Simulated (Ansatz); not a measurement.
## Si2W (I4/mmm): zone-centre modes under pressure

Aim: how do the optical modes of Si2W (I4/mmm) move with volume?

Program: Ansatz 0.2.0. Level of theory: DFT PBEsol, scalar-relativistic, plane waves, PAW; PAW set soft_1. Results are calculated unless marked as measured.

## (1) Set-up

It takes space group I4/mmm (No. 139, tetragonal). The conventional cell has a = 3.214 Å, b = 3.214 Å, c = 7.830 Å, α = 90.00°, β = 90.00°, γ = 90.00°. Si has 5 Si at 2.59 to 2.63 Å and 5 W at 2.62 Å nearest. Nearest to W lie 10 Si at 2.62 Å. Farther neighbours are not listed.

## (2) Relaxation

The cell and atoms are relaxed, since residual forces and stress would shift the frequencies.

The input, input.yaml:

```yaml
crystal:
  lattice:
    - [-1.6069, 1.6069, 3.91495]
    - [1.6069, -1.6069, 3.91495]
    - [1.6069, 1.6069, -3.91495]
  atoms:
    - { symbol: Si, position: [0.3347, 0.3347, 0.0] }
    - { symbol: Si, position: [0.6653, 0.6653, 0.0] }
    - { symbol: W, position: [0.0, 0.0, 0.0] }
kpoints:
  mp_grid: { grid: [18, 18, 18] }
hamiltonian:
  xc: pbesol
  pseudopotentials: { kind: paw, azcp: { folder: soft_1 }, xc_functional: pbe }
scf:
  occupations: { method: gaussian, width: 0.1 }
output:
  forces: true
  stress: true
  eigenvalues: true
relax:
  adjacent_minimum: "off"
  f_tol: 0.005
  max_steps: 80
  cell: { stress_tol: 0.05 }
```

On the command line:

```console
$ ansatz run input.yaml --threads 4 --pin off --max-ram 10240MiB --backend cpu --events-out ev --progress --plain --runs-dir out
```

Numbers of over 12 decimals in the logs are rounded to 6 here.

What it wrote:

```text
Engine: ansatz 0.2.0, x86_64-unknown-linux-gnu
Pseudopotentials: kind: paw
Pseudopotential: Si, paw, valence charge 4, recommended cutoff 420 eV (normal), soft_1/Si.paw.azcp
Pseudopotential: W, paw, valence charge 14, recommended cutoff 420 eV (normal), soft_1/W.paw.azcp
Functional definition: PBEsol
  exchange = pbesol_x
  correlation = pbesol_c
Crystal: 3 atoms, lattice volume = 40.436 Å³
Basis set: ecut = 420 eV, 793 PW (Γ), exchange–correlation on 64×64×64 points (8 copies of the dense FFT grid, shifted against one another)
Bands: 15, of which v1, the nominal top of the filled ones, is band 11 counted from 1 (10 counted from 0)
Symmetry: 16 space group operations
Space group: I4/mmm (ITA 139), of the structure as read, at distance tolerance 3.4e-5 Å
k-points: 480 of 5832
Non-local potential: Si, projectors of the file, l = 0: 2, l = 1: 2, l = 2: 1
Non-local potential: W, projectors of the file, l = 0: 3, l = 1: 2, l = 2: 2, l = 3: 1
PAW form: soft (Blöchl's): semilocal exchange-correlation on the pseudo side does not see the compensation charge
PAW frozen core: Si, regenerated for the run's functional, and the local potential with it (the file was generated under x = pbe(κ = 0.804, μ = 0.219515), c = pbe(β = 0.066725))
PAW frozen core: W, regenerated for the run's functional, and the local potential with it (the file was generated under x = pbe(κ = 0.804, μ = 0.219515), c = pbe(β = 0.066725))
PAW one-centre angular grid: Si, 110 points (default); XC on 64 Gauss nodes
PAW one-centre angular grid: W, 590 points (default); XC on 64 Gauss nodes
Initial density: superposition of atomic densities (chi_scale 0.1, normalization cell, long waves kept (reshape's long-wave potential 0.00 eV rms))
Initial wavefunctions: pseudopotential atomic-orbital guess
Functional: x = pbesol(κ = 0.804, μ = 0.123457), c = pbesol(β = 0.046)
SCF iter   1: F=—  HF=-11502.244091 eV  |F-HF|=—  |Δ(HF+E_count)|=         —  Δρ=4.97e-2  dr2=1.00e0  ethr=3.10e-3  ⟨swp⟩=5.7  Hψ=43220  notcnv=0
preconditioner: auto → Kerker (q_TF=auto, 2.465 Å⁻¹)  [metal: Δε(μ)=0.030 eV  Ē_g=8.281 eV  σ=0.100 eV  W_gap=0.17  n_scr=10 (ndim 8)  ℏωp=21.8 eV  f_vac=0.000  D(μ)=0.25/eV (n_scr^D=0)]
SCF iter   2: F=—  HF=-11501.991906 eV  |F-HF|=—  |Δ(HF+E_count)|=   2.52e-1  Δρ=2.64e-2  dr2=2.17e-1  ethr=3.10e-3  ⟨swp⟩=2.2  Hψ=13513  notcnv=0  defer=3
SCF iter   3: F=—  HF=-11501.915290 eV  |F-HF|=—  |Δ(HF+E_count)|=   7.66e-2  Δρ=6.71e-3  dr2=1.48e-2  ethr=9.86e-4  ⟨swp⟩=2.7  Hψ=12978  notcnv=0  defer=11
SCF iter   4: F=—  HF=-11501.909820 eV  |F-HF|=—  |Δ(HF+E_count)|=   5.47e-3  Δρ=5.08e-4  dr2=5.63e-5  ethr=6.74e-5  ⟨swp⟩=2.1  Hψ=11637  notcnv=0  defer=11
SCF iter   5: F=—  HF=-11501.909812 eV  |F-HF|=—  |Δ(HF+E_count)|=   7.85e-6  Δρ=6.18e-5  dr2=1.04e-6  ethr=2.56e-7  ⟨swp⟩=2.7  Hψ=12762  notcnv=0  defer=11
SCF iter   6: F=-11501.909812 eV  HF=-11501.909812 eV  |F-HF|=1.82e-8  |Δ(HF+E_count)|=   5.89e-8  Δρ=1.03e-5  dr2=4.20e-8  ethr=4.55e-10  ⟨swp⟩=6.1  Hψ=33903  notcnv=0
SCF 1 converged in 6 iterations: F = -11501.909812 eV  dr2 = 4.20e-8
  greatest PAW one-centre occupation: 0.999 electrons in one spin orbital (limit 2), on the W atom at site 2 (counted from 0), in its partial waves of l = 0
relax step   1: F+E_penalty+E_count = -11501.90981238 eV  Δ(F+E_penalty+E_count) = +0.000e0 eV  max|allowed force component| = 8.032e-3 eV/Å  Δτ_max = 0.0000 Å  P = -1.909 GPa  Ω = 40.436 Å³  (6 SCF iters, dr2 threshold 1.00e-7 eV, accepted)
Crystal: 3 atoms, lattice volume = 39.954 Å³
Basis set: ecut = 420 eV, 769 PW (Γ), exchange–correlation on 64×64×64 points (8 copies of the dense FFT grid, shifted against one another)
Initial density: handed on by an earlier stage of this run
Initial wavefunctions: those handed on with the density
iter 1 solved again at ethr=5.72e-7 eV; its pass at ethr=3.10e-3 eV (dr2=1.26e-4 eV) is discarded
SCF iter   1: F=—  HF=-11501.911639 eV  |F-HF|=—  |Δ(HF+E_count)|=         —  Δρ=5.14e-4  dr2=1.53e-4  ethr=5.72e-7  ⟨swp⟩=2.3  Hψ=45788  notcnv=0
preconditioner: auto → Kerker (q_TF=auto, 2.470 Å⁻¹)  [metal: Δε(μ)=0.079 eV  Ē_g=8.199 eV  σ=0.100 eV  W_gap=0.42  n_scr=10 (ndim 8)  ℏωp=22.0 eV  f_vac=0.000  D(μ)=0.18/eV (n_scr^D=0)]
SCF iter   2: F=—  HF=-11501.911609 eV  |F-HF|=—  |Δ(HF+E_count)|=   3.06e-5  Δρ=2.94e-4  dr2=4.38e-5  ethr=5.72e-7  ⟨swp⟩=1.1  Hψ=7294  notcnv=0
SCF iter   3: F=—  HF=-11501.911592 eV  |F-HF|=—  |Δ(HF+E_count)|=   1.66e-5  Δρ=5.45e-5  dr2=1.85e-6  ethr=1.99e-7  ⟨swp⟩=2.5  Hψ=10590  notcnv=0
SCF iter   4: F=-11501.911592 eV  HF=-11501.911592 eV  |F-HF|=3.32e-8  |Δ(HF+E_count)|=   4.82e-7  Δρ=1.19e-5  dr2=5.89e-8  ethr=1.36e-9  ⟨swp⟩=5.2  Hψ=32176  notcnv=0
SCF 2 converged in 4 iterations: F = -11501.911592 eV  dr2 = 5.89e-8
relax step   2: F+E_penalty+E_count = -11501.91159153 eV  Δ(F+E_penalty+E_count) = -1.779e-3 eV  max|allowed force component| = 2.480e-2 eV/Å  Δτ_max = 0.0006 Å  P = +0.799 GPa  Ω = 39.954 Å³  energy of the carried Pulay correction = +1.112e-4 eV  (4 SCF iters, dr2 threshold 3.00e-7 eV, accepted)
Crystal: 3 atoms, lattice volume = 40.096 Å³
iter 1 solved again at ethr=1.44e-7 eV; its pass at ethr=3.10e-3 eV (dr2=3.18e-5 eV) is discarded
SCF iter   1: F=—  HF=-11501.912034 eV  |F-HF|=—  |Δ(HF+E_count)|=         —  Δρ=2.36e-4  dr2=4.01e-5  ethr=1.44e-7  ⟨swp⟩=2.2  Hψ=44362  notcnv=0
preconditioner: auto → Kerker (q_TF=auto, 2.469 Å⁻¹)  [metal: Δε(μ)=0.077 eV  Ē_g=8.176 eV  σ=0.100 eV  W_gap=0.41  n_scr=10 (ndim 8)  ℏωp=21.9 eV  f_vac=0.000  D(μ)=0.18/eV (n_scr^D=0)]
SCF iter   2: F=—  HF=-11501.912031 eV  |F-HF|=—  |Δ(HF+E_count)|=   3.17e-6  Δρ=1.29e-4  dr2=1.14e-5  ethr=1.44e-7  ⟨swp⟩=1.4  Hψ=7869  notcnv=0
SCF iter   3: F=—  HF=-11501.912027 eV  |F-HF|=—  |Δ(HF+E_count)|=   4.26e-6  Δρ=2.48e-5  dr2=5.96e-7  ethr=5.17e-8  ⟨swp⟩=2.6  Hψ=10426  notcnv=0
SCF iter   4: F=-11501.912027 eV  HF=-11501.912027 eV  |F-HF|=7.47e-9  |Δ(HF+E_count)|=   1.83e-7  Δρ=5.84e-6  dr2=1.33e-8  ethr=1.36e-9  ⟨swp⟩=4.8  Hψ=28477  notcnv=0
SCF 3 converged in 4 iterations: F = -11501.912027 eV  dr2 = 1.33e-8
relax step   3: F+E_penalty+E_count = -11501.91202688 eV  Δ(F+E_penalty+E_count) = -4.353e-4 eV  max|allowed force component| = 8.655e-3 eV/Å  Δτ_max = 0.0004 Å  P = -0.010 GPa  Ω = 40.096 Å³  energy of the carried Pulay correction = +7.844e-5 eV  (4 SCF iters, dr2 threshold 3.00e-7 eV, accepted)
[...]
relax step   4: F+E_penalty+E_count = -11501.91203050 eV  Δ(F+E_penalty+E_count) = -3.622e-6 eV  max|allowed force component| = 3.287e-3 eV/Å  Δτ_max = 0.0003 Å  P = -0.004 GPa  Ω = 40.094 Å³  energy of the carried Pulay correction = +7.889e-5 eV  (3 SCF iters, dr2 threshold 4.68e-9 eV, accepted)
Initial wavefunctions: pseudopotential atomic-orbital guess (no wavefunctions were taken with the density)
iter 1 solved again at ethr=1.23e-8 eV; its pass at ethr=3.10e-3 eV (dr2=2.72e-6 eV) is discarded
SCF iter   1: F=—  HF=-11501.911945 eV  |F-HF|=—  |Δ(HF+E_count)|=         —  Δρ=1.35e-5  dr2=1.36e-8  ethr=1.23e-8  ⟨swp⟩=3.1  Hψ=63709  notcnv=0
SCF iter   2: F=—  HF=-11501.911951 eV  |F-HF|=—  |Δ(HF+E_count)|=   5.47e-6  Δρ=7.08e-6  dr2=3.71e-9  ethr=6.18e-11  ⟨swp⟩=2.5  Hψ=12117  notcnv=0
SCF iter   3: F=—  HF=-11501.911951 eV  |F-HF|=—  |Δ(HF+E_count)|=   1.09e-9  Δρ=5.79e-7  dr2=1.23e-10  ethr=1.69e-11  ⟨swp⟩=3.0  Hψ=13235  notcnv=0
SCF iter   4: F=-11501.911951 eV  HF=-11501.911951 eV  |F-HF|=1.09e-11  |Δ(HF+E_count)|=  1.27e-11  Δρ=1.70e-7  dr2=1.21e-11  ethr=1.00e-12  ⟨swp⟩=5.9  Hψ=33405  notcnv=0
SCF 5 converged in 4 iterations: F = -11501.911951 eV  dr2 = 1.21e-11
relax step   5: F+E_penalty+E_count = -11501.91195079 eV  Δ(F+E_penalty+E_count) = +7.972e-5 eV  max|allowed force component| = 3.268e-3 eV/Å  Δτ_max = 0.0000 Å  P = -0.004 GPa  Ω = 40.094 Å³  stress off target by 5.53e-3 GPa  SCF on the basis re-selected at this cell (its energy is not comparable with the rows above)  (4 SCF iters)
basis re-selected at this cell: Δ(F+E_penalty+E_count) = +7.972e-5 eV, ΔP = +0.000 GPa vs the last step (what re-selecting the basis moved, of the pressure what is left beyond the Pulay correction that the steps carried, after the strain that the cell walked since its last selection, with what the two solves' SCF thresholds leave and, on support functions, any second-order correction that the steps lacked; it is no m [...]
SCF converged after 4 iterations
Free energy (F): -11501.911951 eV
Harris-Foulkes:  -11501.911951 eV  (|F-HF|=1.09e-11)
Internal energy: -11501.911067 eV  (E = F + TS)
E sigma→0 (E₀):  -11501.911509 eV
Entropy (-TS):   -0.000884 eV (-0.295 meV/atom)
Fermi energy:    16.717156 eV
--- Per-component energies (eV) ---
  E_band       = -80.938367
  E_kinetic    = 513.728392
  E_local      = -881.721565  (includes V_loc(G=0)·N_el)
  E_nonlocal   = 21.226030
  E_hartree    = 383.397450
  E_xc         = -382.861446
  E_vxc        = -333.535021  (∫ρ·V_xc dr)
  E_paw        = -9446.680467  (= ΣΔE_a)
  E_vpaw       = -167.431328  (= ΣTr[D̂ρ^β])
  E_aug_tail   = 0.000209  (compensation charges beyond the density's cutoff)
  E_ewald      = -1709.284650
  E_core_change = 0.284979  (= ΣΔE_core)
  E_smearing   = -0.000884  (= −TS)
  E_closure    = 0.000000  (closes the sum)
  Σ components = -11501.911951   (vs F -11501.911951, Δ=0.00e0)
--- Forces (eV/Å), atoms counted from 1 ---
  atom   1  Si     0.00000000    -0.00000000    -0.00326798
  atom   2  Si     0.00000000    -0.00000000     0.00326798
  atom   3  W     -0.00000000     0.00000000     0.00000000
  max |Σ_I F_I| component: 5.55e-17 eV/Å
--- Stress (GPa, compression-positive) ---
       -0.002535       0.000000      -0.000000
        0.000000      -0.002535      -0.000000
        0.000000       0.000000      -0.005529
  P = ⅓ Tr σ = -0.0035 GPa (-0.035 kbar)
--- Band table (eV; the first three rows and the last of 480) ---
  k-point 0: bands = [... 7 lower, 13.3184, 13.8540, 13.8540, 17.3449, 19.5379, 19.5968, 19.8476, 19.8476]
  k-point 1: bands = [... 7 lower, 13.3428, 13.5868, 14.2385, 16.8271, 19.3832, 19.9142, 19.9230, 19.9481]
  k-point 2: bands = [... 7 lower, 12.9517, 13.4195, 14.7566, 15.7074, 19.1726, 20.1211, 20.1626, 20.5581]
  k-point 479: bands = [... 7 lower, 14.1004, 15.8994, 15.8994, 16.2030, 16.2030, 17.5232, 21.2342, 21.6873]
--- Relaxed structure (4 steps of the walk, 4 accepted, 1 SCFs on fresh bases) ---
  F+E_penalty+E_count = -11501.91195079 eV   max|allowed force component| = 3.268e-3 eV/Å   (the final SCF, on the basis selected at the relaxed cell)
  cell:  # Å, volume = 40.0936 Å³
    - [-1.601445, 1.601445, 3.908322]
    - [1.601445, -1.601445, 3.908322]
    - [1.601445, 1.601445, -3.908322]
  atoms:
    - { symbol: Si, position: [0.334539, 0.334539, 0] }
    - { symbol: Si, position: [0.665461, 0.665461, 0] }
    - { symbol: W, position: [0, 0, 0] }
```

The job ended after 13 s (4 threads of AMD EPYC 9B14 (Zen 4), shared host; peak memory 0.65 GiB; 47 s of CPU time).

The steps of the relaxation:

```csv
step,energy less that of the first step (eV),largest force component (eV/Å),pressure (GPa),volume (Å³)
1,0.0000,0.0080,-1.91,40.44
2,-0.0018,0.0248,0.80,39.95
3,-0.0022,0.0087,-0.01,40.10
4,-0.0022,0.0033,0.00,40.09
5*,-0.0021,0.0033,0.00,40.09
```

Relaxation steps marked * repeat the geometry before them on a plane-wave basis chosen anew for their cell, so energy and pressure can jump there.

The run keeps the 16 symmetry operations that it works with, so distortions that break them were not tested.

```csv
"conventional cell, symmetrised",before,after,change
a (Å),3.214,3.203,-0.3 %
b (Å),3.214,3.203,-0.3 %
c (Å),7.830,7.817,-0.2 %
volume (Å³/atom),13.48,13.36,-0.8 %
```

The relaxed structure:

```
Si W
1.0
    -1.60145    1.60145    3.90832
     1.60145   -1.60145    3.90832
     1.60145    1.60145   -3.90832
Si W
2 1
Direct
  0.33454 0.33454 0.00000
  0.66546 0.66546 0.00000
  0.00000 0.00000 0.00000
```

This step gave:

* pressure: -0.003533 GPa
* volume per atom: 13.36 Å³
* gap on the k-mesh: 0 eV

In this step the volume went from 13.48 to 13.36 Å³/atom.

## (3) Tight relaxation

Phonons need small forces and stress, so the relaxation is finished with tight tolerances on 20×20×20 k points.

input.yaml, the sections that differ from step 2:

```yaml
crystal:
  lattice:
    - [-1.6014454821, 1.6014454821, 3.9083223505]
    - [1.6014454821, -1.6014454821, 3.9083223505]
    - [1.6014454821, 1.6014454821, -3.9083223505]
  atoms:
    - { symbol: Si, position: [0.3345392717, 0.3345392717, 0.0] }
    - { symbol: Si, position: [0.6654607283, 0.6654607283, 0.0] }
    - { symbol: W, position: [0.0, 0.0, 0.0] }
kpoints:
  mp_grid: { grid: [20, 20, 20] }
scf:
  occupations: { method: methfessel_paxton, width: 0.2 }
relax:
  adjacent_minimum: "off"
  f_tol: 0.001
  max_steps: 60
  cell: { stress_tol: 0.01 }
# hamiltonian, output: as in step 2
```

What it wrote:

```text
[...]
Crystal: 3 atoms, lattice volume = 40.094 Å³
Basis set: ecut = 420 eV, 769 PW (Γ), exchange–correlation on 64×64×64 points (8 copies of the dense FFT grid, shifted against one another)
Bands: 15, of which v1, the nominal top of the filled ones, is band 11 counted from 1 (10 counted from 0)
Symmetry: 16 space group operations
[...]
k-points: 641 of 8000
[...]
--- Relaxed structure (3 steps of the walk, 3 accepted, 1 SCFs on fresh bases) ---
[...]
cell:  # Å, volume = 40.0911 Å³
    - [-1.601472, 1.601472, 3.907958]
    - [1.601472, -1.601472, 3.907958]
    - [1.601472, 1.601472, -3.907958]
  atoms:
    - { symbol: Si, position: [0.334535, 0.334535, 0] }
    - { symbol: Si, position: [0.665465, 0.665465, 0] }
    - { symbol: W, position: [0, 0, 0] }
[key lines of the parts left out:]
SCF converged after 4 iterations
Free energy (F): -11501.910907 eV
Fermi energy:    16.699239 eV
P = ⅓ Tr σ = -0.0000 GPa (-0.000 kbar)
```

The job ended after 13 s (4 threads; peak memory 0.73 GiB; 48 s of CPU time).

Little changed from the start: no atom moved by 0.005 Å and no cell edge by 0.1 %.

This step gave:

```yaml
pressure: -1.16e-5 GPa
```

The largest force component left is 0.18 meV/Å and the pressure is 0.000 GPa, within the tolerances set. The cell now holds 13.36 Å³/atom.

## (4) Modes at rest

The force constants come from the linear response of the density to a displacement.

The modes at rest are the reference of the series.

input.yaml, the sections that differ from step 3:

```yaml
crystal:
  lattice:
    - [-1.6014718135, 1.6014718135, 3.9079583196]
    - [1.6014718135, -1.6014718135, 3.9079583196]
    - [1.6014718135, 1.6014718135, -3.9079583196]
  atoms:
    - { symbol: Si, position: [0.3345353616, 0.3345353616, 0.0] }
    - { symbol: Si, position: [0.6654646384, 0.6654646384, 0.0] }
    - { symbol: W, position: [0.0, 0.0, 0.0] }
output:
  eigenvalues: true
phonons:
  method: dfpt
# kpoints, hamiltonian, scf: as in step 3
# relax: removed
```

What it wrote:

```text
zone centre: on kpoints.mp_grid the ground state, and the responses unless they are solved on pairs of k-points, stand on 1166 of the mesh's 8000 k-points, reduced under 4 symmetry operations, with k and −k counted as one. Each operation leaves every solved displacement unchanged or reverses it
[...]
Crystal: 3 atoms, lattice volume = 40.091 Å³
Basis set: ecut = 420 eV, 769 PW (Γ), exchange–correlation on 64×64×64 points (8 copies of the dense FFT grid, shifted against one another)
Bands: 15, of which v1, the nominal top of the filled ones, is band 11 counted from 1 (10 counted from 0)
Symmetry: 16 space group operations
k-points: 1166 of 8000 (irreducible under 4 space group operations, time reversal used)
[...]
SCF iter   1: F=—  HF=-11502.241112 eV  |F-HF|=—  |Δ(HF+E_count)|=         —  Δρ=4.97e-2  dr2=9.78e-1  ethr=3.10e-3  ⟨swp⟩=5.3  Hψ=101977  notcnv=0
[...]
SCF iter   9: F=-11501.910907 eV  HF=-11501.910907 eV  |F-HF|=9.09e-12  |Δ(HF+E_count)|=  1.27e-11  S|Δr|=    0.00e0  Δρ=3.09e-8  dr2=5.42e-13  ethr=1.00e-12  ⟨swp⟩=5.2  Hψ=72997  notcnv=0
SCF 1 converged in 9 iterations: F = -11501.910907 eV  dr2 = 5.42e-13
[...]
DFPT response loops at Γ: preconditioner auto → Kerker (q_TF=auto, 2.469 Å⁻¹) (partly filled bands, converged f_vac=0.000); β = 1.00, the filter's whole step (`scf.mixing.beta` (0.50) is not read by the response loops under this deck's `scf.mixing.preconditioner`; to damp them name `kerker` or `kerker_dos`, under which they read `scf.mixing.beta`, and type it under 1.00, their step now; both keys bind the ground state too); Broyden in place of MSR1
SCF converged after 9 iterations
[...]
Free energy (F): -11501.910907 eV
[...]
Internal energy: -11501.911976 eV  (E = F + TS)
E sigma→0 (E₀):  -11501.911174 eV
Entropy (-TS):   0.001069 eV (0.356 meV/atom)
Fermi energy:    16.699239 eV
[...]
--- Band table (eV; the first three rows and the last of 1166) ---
  k-point 0: bands = [... 7 lower, 13.3200, 13.8545, 13.8545, 17.3462, 19.5383, 19.5972, 19.8483, 19.8483]
  k-point 1: bands = [... 7 lower, 13.3397, 13.6353, 14.1838, 16.9185, 19.4088, 19.8589, 19.9098, 19.9319]
  k-point 2: bands = [... 7 lower, 13.0952, 13.4011, 14.6684, 15.9504, 19.2005, 20.0757, 20.1148, 20.4343]
  k-point 1165: bands = [... 7 lower, 14.1012, 15.8995, 15.8995, 16.2048, 16.2048, 17.5248, 21.2373, 21.6898]
--- Phonons (Γ-DFPT): 4 representative perturbations + reference, on 1166 of 8000 k-points (Σ response iterations 12) ---
  k mesh reduced under 4 symmetry operations, with k and −k counted as one. Each operation leaves every solved displacement unchanged or reverses it
  ASR residual: 1.192e-5 → 0.000e0 eV/Å²; symmetrization residual: 1.633e-6 eV/Å²
  ASR residual per site (eV/Å²): 6.91e-6 6.91e-6 1.19e-5
  Γ frequencies (cm⁻¹): 0.00 0.00 0.00 262.19 262.19 305.43 341.06 341.06 449.04
  non-analytic LO–TO correction: not included (Born effective charges unavailable; polar crystals: no LO–TO splitting at Γ)
```

Run time: 54 s. Hardware: 4 threads; peak memory 2.1 GiB; 3.3 min of CPU time.

The column dr2 measures how far the density is from self-consistency, as an energy; F and HF (Harris–Foulkes) agree once it is small.

Numbers from this step:

| Property | Result |
| --- | --- |
| sum-rule residual before enforcement | 1.19e-5 eV/Å² |
| point group | 4/mmm |
| highest optical mode at the zone centre (no LO-TO term) | 449.0 cm⁻¹ |
| lowest optical zone-centre mode | 262.2 cm⁻¹ |

Patterns of degenerate modes are one choice out of their space. Modes at Γ, with each element's share of the kinetic energy:

```csv
mode,frequency (cm⁻¹),symmetry,Si %,W %
1,0.0,acoustic,23,77
2,0.0,acoustic,23,77
3,0.0,acoustic,23,77
4,262.2,Eu,77,23
5,262.2,Eu,77,23
6,305.4,A2u,77,23
7,341.1,Eg,100,0
8,341.1,Eg,100,0
9,449.0,A1g,100,0
```

Displacements in mode 4 (262.2 cm⁻¹), the largest set to 1:
```
Si1 -0.10  1.00  0.00
Si2 -0.10  1.00  0.00
W3   0.03 -0.31  0.00
```

Displacements in mode 9 (449.0 cm⁻¹), the largest set to 1:
```
Si1  0.00  0.00  1.00
Si2  0.00  0.00 -1.00
W3   0.00  0.00  0.00
```

Before it was imposed, the acoustic sum rule was missed by 1.2e-5 eV/Å². Small misses are needed for a sound result but don't prove that mesh and cutoff are converged. The lowest optical mode is real, 262 cm⁻¹.

(Part 1 of 2 ends here.)

[Logs are printed without paths, hosts, clocks, repeated set-up lines and the standing remarks that a program may print on its own settings, such as how far it seeks lower states.]

[Hosts, paths, dates, database ids (printed as entryN), source tags and the programs' standing remarks are cut or masked in the printed files.]
